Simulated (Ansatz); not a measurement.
# SrTiSe3 (built on the sites of a database entry of CaTiO3): a soft mode frozen in

Aim: this structure of SrTiSe3 (built on the sites of a database entry of CaTiO3) is to be tested for unstable modes, and one is followed downhill.

Program: Ansatz 0.2.0. Level of theory: DFT LDA, scalar-relativistic, plane waves, PAW. Results are calculated unless marked as measured.

Most raw output is cut from this account.

The structure was built from a prototype and need not be the compound's stable phase.

## 1. The starting structure

It takes space group Pm-3m (No. 221, cubic). The conventional cell has a = 4.900 Å, b = 4.900 Å, c = 4.900 Å, α = 90.00°, β = 90.00°, γ = 90.00°. Nearest to Sr lie 12 Se at 3.46 Å. Ti has 6 Se at 2.45 Å nearest. Se has 2 Ti at 2.45 Å and 4 Sr at 3.46 Å nearest. Farther neighbours and most contacts between anions are not listed.

## 2. Response at finite wavevector

The cell comes from relaxations at this level that are not shown. Stability and thermal properties need the whole zone. Linear response on a 2×2×2 q mesh gives force constants as far as a supercell of that size would.

File input.yaml:

```yaml
crystal:
  lattice:
    - [4.899528169, 0.0, 0.0]
    - [0.0, 4.899528169, 0.0]
    - [0.0, 0.0, 4.899528169]
  atoms:
    - { symbol: Sr, position: [0.0, 0.0, 0.0] }
    - { symbol: Ti, position: [0.5, 0.5, 0.5] }
    - { symbol: Se, position: [0.0, 0.5, 0.5] }
    - { symbol: Se, position: [0.5, 0.0, 0.5] }
    - { symbol: Se, position: [0.5, 0.5, 0.0] }
kpoints:
  mp_grid: { grid: [6, 6, 6] }
hamiltonian:
  xc: lda
scf:
  occupations: { method: methfessel_paxton, width: 0.15 }
output:
  eigenvalues: true
phonons:
  method: dfpt
  qmesh: [2, 2, 2]
  temperatures: { t_max: 1000, t_step: 50 }
  qpath:
    path:
      - [[0.0, 0.0, 0.0], [0.0, 0.5, 0.0], [0.5, 0.5, 0.0], [0.0, 0.0, 0.0], [0.5, 0.5, 0.5], [0.0, 0.5, 0.0]]
      - [[0.5, 0.5, 0.5], [0.5, 0.5, 0.0]]
    npoints: 10
```

Command:

```console
$ ansatz run input.yaml --threads 8 --pin off --max-ram 14336MiB --backend cpu --events-out ev --progress --plain --runs-dir out
```

Wall time 97 s (8 threads of Arm Neoverse V2, shared host); peak memory 1.3 GiB; 12 min of CPU time.

This step gave:

```
volume per atom                                         : 23.52 Å³
gap on the k-mesh                                       : 0 eV
sum-rule residual before enforcement                    : 2.15e-4 eV/Å²
lowest frequency on the path                            : -81.53 cm⁻¹
point group                                             : m-3m
highest frequency on the path or at a solved wavevector : 288.7 cm⁻¹
highest optical mode at the zone centre (no LO-TO term) : 268.8 cm⁻¹
lowest optical zone-centre mode                         : -22.78 cm⁻¹
lowest mode on the q mesh (acoustic modes at Γ apart)   : -81.53 cm⁻¹
```

Frequencies (cm⁻¹) solved at each irreducible wavevector; negative means imaginary. Frequencies by wavevector, by row:

```
q in reciprocal lattice units  star  mode 1  mode 2  mode 3  mode 4  mode 13  mode 14  mode 15
                        0 0 0     1   -22.8   -22.8   -22.8       0    268.8    268.8    268.8
                     0 0 -0.5     3   -26.1   -26.1    -3.6    -3.6    251.2    264.6    264.6
                  0 -0.5 -0.5     3   -76.2   -50.5    12.8    12.8    246.5    260.4    266.4
               -0.5 -0.5 -0.5     1   -81.5   -81.5   -81.5    19.2      247      247    281.5
```

Interpolated from a 2×2×2 q mesh. The phonon branches at the labelled points (cm⁻¹):

```
    point  branch 1  branch 2  branch 3  branch 4  branch 12  branch 13  branch 14  branch 15
        Γ       -23       -23       -23         0         64        269        269        269
  halfway       -20       -20        10        10        165        267        267        270
        X       -26       -26        -4        -4        249        251        265        265
  halfway       -44       -38        10        18        228        248        263        274
        M       -76       -50        13        13        246        246        260        266
  halfway       -29       -24        13        32        168        255        265        278
        Γ       -23       -23       -23         0         64        269        269        269
  halfway       -34       -29       -29        16        172        251        251        286
        R       -82       -82       -82        19        247        247        247        282
  halfway       -52       -40       -32        10        216        247        247        286
        X       -26       -26        -4        -4        249        251        265        265
jump to R       -82       -82       -82        19        247        247        247        282
  halfway       -79       -49       -49        18        230        247        247        284
        M       -76       -50        13        13        246        246        260        266
```

Symmetry leaves 4 wavevectors to solve. The lowest mode among them, the acoustic zeros apart, lies at q = (-0.5, -0.5, -0.5) and is imaginary, 81.5i cm⁻¹, so the energy falls along it.

## 3. The mode frozen in, largest atomic shift 0 Å

The mode followed lies at q = (-0.5, -0.5, -0.5) with frequency 81.5i cm⁻¹ and is 3-fold degenerate, the softest among the wavevectors solved. At small amplitude the distorted cell has space group no. 74 by a symmetry search on the positions. The undistorted cell that holds it gives the zero of energy on the same k mesh.

System of this step: SrTiSe3 (built on the sites of a database entry of CaTiO3). It takes space group Pm-3m (No. 221, cubic). The conventional cell has a = 4.900 Å, b = 4.900 Å, c = 4.900 Å, α = 90.00°, β = 90.00°, γ = 90.00°. Nearest to Sr lie 12 Se at 3.46 Å. Nearest to Ti lie 6 Se at 2.45 Å. Se has 2 Ti at 2.45 Å and 4 Sr at 3.46 Å nearest. Farther neighbours and most contacts between anions are not listed.

File input.yaml:

```yaml
crystal:
  lattice:
    - [4.899528169, 4.899528169, 0.0]
    - [4.899528169, 0.0, 4.899528169]
    - [4.899528169, 0.0, -4.899528169]
  atoms:
    - { symbol: Sr, position: [0.0, 0.0, 0.0] }
    - { symbol: Sr, position: [0.0, 0.5, 0.5] }
    - { symbol: Ti, position: [0.5, 0.25, 0.75] }
    - { symbol: Ti, position: [0.5, 0.75, 0.25] }
    - { symbol: Se, position: [0.5, 0.0, 0.5] }
    - { symbol: Se, position: [0.5, 0.5, 0.0] }
    - { symbol: Se, position: [0.0, 0.5, 0.0] }
    - { symbol: Se, position: [0.0, 0.0, 0.5] }
    - { symbol: Se, position: [0.5, 0.0, 0.0] }
    - { symbol: Se, position: [0.5, 0.5, 0.5] }
kpoints:
  mp_grid: { grid: [6, 6, 6] }
hamiltonian:
  xc: lda
scf:
  occupations: { method: methfessel_paxton, width: 0.15 }
output:
  forces: true
  stress: true
  eigenvalues: true
```

Wall time 2.5 s (8 threads); peak memory 1.2 GiB.

Numbers from this step:

| Quantity | Value |
| --- | --- |
| pressure | 0.09015 GPa |
| energy from the undistorted cell | 0 meV/atom |

The run ends at a pressure of 0.09 GPa.

## 4. The mode frozen in, largest atomic shift 0.6 Å

The atoms are moved along the unstable eigenvector, the largest shift by 0.6 Å, with the cell fixed.

File input.yaml:

```yaml
crystal:
  lattice:
    - [4.899528169, 4.899528169, 0.0]
    - [4.899528169, 0.0, 4.899528169]
    - [4.899528169, 0.0, -4.899528169]
  atoms:
    - { symbol: Sr, position: [0.0, 0.0, 0.0] }
    - { symbol: Sr, position: [0.0, 0.5, 0.5] }
    - { symbol: Ti, position: [0.5, 0.25, 0.75] }
    - { symbol: Ti, position: [0.5, 0.75, 0.25] }
    - { symbol: Se, position: [0.5, -0.043296421, 0.543296421] }
    - { symbol: Se, position: [0.5, 0.543296421, -0.043296421] }
    - { symbol: Se, position: [0.0, 0.543296421, -0.043296421] }
    - { symbol: Se, position: [0.0, -0.043296421, 0.543296421] }
    - { symbol: Se, position: [0.413407158, 0.086592842, 0.086592842] }
    - { symbol: Se, position: [0.586592842, 0.413407158, 0.413407158] }
kpoints:
  mp_grid: { grid: [6, 6, 6] }
hamiltonian:
  xc: lda
scf:
  occupations: { method: methfessel_paxton, width: 0.15 }
output:
  forces: true
  stress: true
  eigenvalues: true
```

Run time: 6.5 s. Hardware: 8 threads; peak memory 1.5 GiB; 50 s of CPU time.

Numbers from this step:

```
pressure                         : -0.6754 GPa
energy from the undistorted cell : -70.58 meV/atom
```

The energy, extrapolated to zero smearing, is -70.58 meV/atom against the undistorted cell.

The run ends at a pressure of -0.68 GPa, with forces up to 0.61 eV/Å.

## 5. Energy along the mode, all amplitudes (two of the runs are shown above)

An imaginary frequency means negative curvature, so the energy should fall and then rise again as anharmonic terms take over.

Numbers from this step:

```
depth at the lowest point sampled  : 70.58 meV/atom
largest atomic shift at that point : 0.6 Å
```

Table of energy from the parent by largest atomic shift:

```
largest atomic shift (Å)  energy from the parent (meV/atom)
                   0.000                                  0
                   0.040                             -0.671
                   0.080                              -2.67
                   0.140                              -8.06
                   0.220                              -19.1
                   0.320                              -37.1
                   0.450                              -59.6
                   0.600                              -70.6
```

Displacement at unit largest shift by atom:

```
atom   x (Å)   y (Å)   z (Å)   size
 Sr1   0.000   0.000   0.000  0.000
 Sr2   0.000   0.000   0.000  0.000
 Ti3   0.000   0.000   0.000  0.000
 Ti4   0.000   0.000   0.000  0.000
 Se5   0.000   0.000  -0.707  0.707
 Se6   0.000   0.000   0.707  0.707
 Se7   0.000   0.000   0.707  0.707
 Se8   0.000   0.000  -0.707  0.707
 Se9   0.707  -0.707   0.000  1.000
Se10  -0.707   0.707   0.000  1.000
```

The lowest of the steps tried is the last one, at 0.6 Å, 70.6 meV/atom below the parent; the bottom of the well need not coincide with a step.

## 6. Relaxation from the frozen mode

Starting from the lowest point found, all atoms and the cell are let go, so that strain and other modes of the same symmetry can join in.

Edit input.yaml of step 4 so:

```diff
@@ -26 +26,6 @@
   eigenvalues: true
+relax:
+  adjacent_minimum: "off"
+  f_tol: 0.002
+  max_steps: 120
+  cell: { stress_tol: 0.03 }
```

Run time: 57 s. Hardware: 8 threads; peak memory 1.5 GiB.

The steps of the relaxation:

```
step  energy less that of the first step (eV)  largest force component (eV/Å)  pressure (GPa)  volume (Å³)
   1                                   0.0000                          0.4324           -0.68       235.23
   2                                  -0.1352                          0.1015            0.25       230.90
   3                                  -0.1452                          0.0312           -0.04       231.64
   4                                  -0.1460                          0.0160           -0.02       231.64
   5                                  -0.1464                          0.0043            0.03       231.48
   6                                  -0.1464                          0.0030            0.02       231.54
   7                                  -0.1464                          0.0005           -0.01       231.61
  8*                                  -0.1459                          0.0005           -0.01       231.61
```

Relaxation steps marked * repeat the geometry before them on a plane-wave basis chosen anew for their cell, so energy and pressure can jump there.

Forces are held to the 8 operations that the run works with; a distortion that breaks them can't arise in this run.

```
conventional cell, symmetrised  before  after  change
                         a (Å)   6.929  6.803  -1.8 %
                         b (Å)   9.799  9.617  -1.9 %
                         c (Å)   6.929  7.080  +2.2 %
              volume (Å³/atom)   23.52  23.16  -1.5 %
```

The atoms that moved most (Å, as changes of fractional coordinates times the final cell):

```
atom      dx      dy      dz  length
 Sr1  -0.053   0.053   0.000   0.074
 Sr2   0.053  -0.053   0.000   0.074
 Se8   0.000   0.000  -0.066   0.066
 Se7   0.000   0.000   0.066   0.066
 Se5   0.000   0.000  -0.066   0.066
 Se6   0.000   0.000   0.066   0.066
Se10  -0.021   0.021   0.000   0.030
 Se9   0.021  -0.021   0.000   0.030
```

The relaxed structure:

```xyz
10
Lattice="4.8105 4.8105 0.0000 4.9085 -0.0979 4.8085 4.9085 -0.0979 -4.8085" Properties=species:S:1:pos:R:3 pbc="T T T"
Sr   -0.0526    0.0526    0.0000
Sr    4.9611   -0.1506    0.0000
Ti    7.3137    2.3073   -2.4043
Ti    7.3137    2.3073    2.4043
Se    4.8595    2.3563   -2.8870
Se    4.8595    2.3563    2.8870
Se    2.4542   -0.0490    2.8870
Se    2.4542   -0.0490   -2.8870
Se    2.8603    1.9503    0.0000
Se    6.8588    2.7623    0.0000
```

This step gave:

```
pressure          : -0.005896 GPa
volume per atom   : 23.16 Å³
gap on the k-mesh : 0.04750 eV
```

The distorted start has space group Imma; the relaxation ends in Imma.

## 7. Summary of results

```json
{"unstable mode of the parent": "q = (-0.5, -0.5, -0.5), 82i cm⁻¹", "depth at the lowest point sampled": "70.6 meV/atom", "largest atomic shift at that point": "0.6 Å", "space group reached (within 0.01 Å)": "Imma", "energy gained over the parent (first relaxation, on the mesh of the frozen mode)": "85.2 meV/atom", "volume per atom, phase reached": "23.2 Å³", "gap on the k-mesh, phase reached": "0.0475 eV"}
```

What this shows: Along this mode the structure falls into Imma, 85.2 meV/atom below the parent. At the parent's cell the well is 70.58 meV/atom deep on the steps tried, with its lowest point at a shift of 0.6 Å. That is the last step tried, so the steps alone don't bracket the bottom of the well. Relaxing atoms and cell changes the gain by +14.61 meV/atom against the lowest step (energies at zero smearing). The modes of the phase reached were not computed on this path. Of the 4 patterns followed to their end from this parent, this one ends 19.3 meV/atom above the lowest, I4/mcm. Each path keeps the symmetry of its pattern, so a lower phase may lie along a pattern not tried. With no gap, or one that is small against the smearing, the frequencies hang on the k mesh and the smearing, most of all near Kohn anomalies. A phonon run warned that its eigensolver left some bands unconverged in a pass. The starting cell was built on a prototype and not taken from a measurement, so the phase need not exist.

[Logs are printed without paths, hosts, clocks, repeated set-up lines and the standing remarks that a program may print on its own settings, such as how far it seeks lower states.]

[Hosts, paths, dates, database ids (printed as entryN), source tags and the programs' standing remarks are cut or masked in the printed files.]
